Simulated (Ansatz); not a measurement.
Rows from a G0W0 calculation on Si3N4 (Fd-3m) (Ansatz 0.2.0; G0W0 on PBE, plane waves, PAW; PAW set soft_1; 4×4×4 mesh, 647 empty bands, screening to 180 eV, plasmon pole, PAW set soft_1 files), in eV. Spin-orbit coupling is left out.

```
row                       k  band   start       Σx  Σc at the solution      Vxc
  A                       Γ    c1  14.315   -8.582              -4.248  -13.391
  B  (0.000, 0.250, -0.250)    c1  16.030   -8.279              -4.571  -13.502
  C  (0.000, 0.250, -0.250)    c2  16.539   -8.668              -4.668  -14.058
  D  (0.000, 0.250, -0.250)    v1  10.947  -22.346               3.031  -18.557
  E  (0.000, 0.250, -0.250)    v2  10.104  -21.562               3.163  -17.539
  F                       Γ    v1  10.932  -22.487               3.022  -18.697
```

Give the quasiparticle energies and the shift of each level.

The quasiparticle equation reads E = start + Σx + Σc(E) − Vxc.

```
row  E (eV)  shift (eV)
  A  14.877      +0.562
  B  16.682      +0.652
  C  17.260      +0.721
  D  10.190      −0.758
  E   9.244      −0.860
  F  10.164      −0.768
```

The gap over the computed points goes from 3.37 eV to 4.69 eV.

Limits: not at the basis limit.

[Paths, hosts, dates, memory and timing lines, banners, echoed tables and standing remarks are left out of the program output.]

[Logs are printed without paths, hosts, clocks, repeated set-up lines and the standing remarks that a program may print on its own settings, such as how far it seeks lower states.]

[Runs of the session that timed out or met a known fault of the program may be left out.]

[Cells called generated may have been cut or substituted from an entry of the Crystallography Open Database or the Materials Project.]

[Hosts, paths, dates, database ids (printed as entryN), source tags and the programs' standing remarks are cut or masked in the printed files.]
